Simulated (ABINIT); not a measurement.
Planning a run of ABINIT 10.8.3 on NiO2 (P-3m1). The input:

```
acell 3*1.0 Angstrom
rprim 
  2.798781865034 -0.000000000008 0.000000000000
  -1.399390932510 2.423816194775 0.000000000000
  0.000000000000 0.000000000000 4.618273000000
ntypat 2
znucl 28 8
natom 3
typat 1 2 2
xred 
  0.000000000000 0.000000000000 0.500000000000
  0.666666666667 0.333333333333 0.706039000000
  0.333333333333 0.666666666667 0.293961000000
pp_dirpath "pseudos"
pseudos "Ni.upf, O.upf"
ecut 45
ngkpt 3 3 2
nshiftk 1
shiftk 0 0 0
kptopt 1
chksymbreak 0
istwfk *1
occopt 1
irdwfk 1
optdriver 4
nband 35
gwcalctyp 10
ecutsigx 45
symsigma 1
nkptgw 6
kptgw 
  0.0000000000 0.0000000000 0.0000000000
  0.3333333333 0.0000000000 0.0000000000
  0.3333333333 0.3333333333 0.0000000000
  0.0000000000 0.0000000000 0.5000000000
  0.3333333333 0.0000000000 0.5000000000
  0.3333333333 0.3333333333 0.5000000000
bdgw 
  7 27
  7 27
  7 27
  7 27
  7 27
  7 27
ecuteps 3.9
irdscr 1
ppmodel 1
irdqps 1
indata_prefix "in"
outdata_prefix "out"
tmpdata_prefix "tmp"
```

```sh
OMP_NUM_THREADS=1 mpirun -n 4 abinit run.abi > log
```

Question: Estimate wall time and host memory on 4 MPI ranks of Arm Neoverse N1, shared host.

It took 20 s; on shared hardware allow 9.8 s to 39 s. Peak host memory was 0.74 GiB.

[Paths, hosts, dates, memory and timing lines, banners, echoed tables and standing remarks are left out of the program output.]

[Logs are printed without paths, hosts, clocks, repeated set-up lines and the standing remarks that a program may print on its own settings, such as how far it seeks lower states.]

[Runs of the session that timed out or met a known fault of the program may be left out.]

[Hosts, paths, dates, database ids (printed as entryN), source tags and the programs' standing remarks are cut or masked in the printed files.]

[G0W0 gaps are taken among the corrected bands and points alone; a level outside them can change the order at an edge.]

[Where Ansatz stands beside ABINIT at settings called matched, ABINIT's density can come from a denser mesh and the files from another edition; pairs whose starting gaps differed by over 0.03 eV were left out, so agreement reads better than it is.]
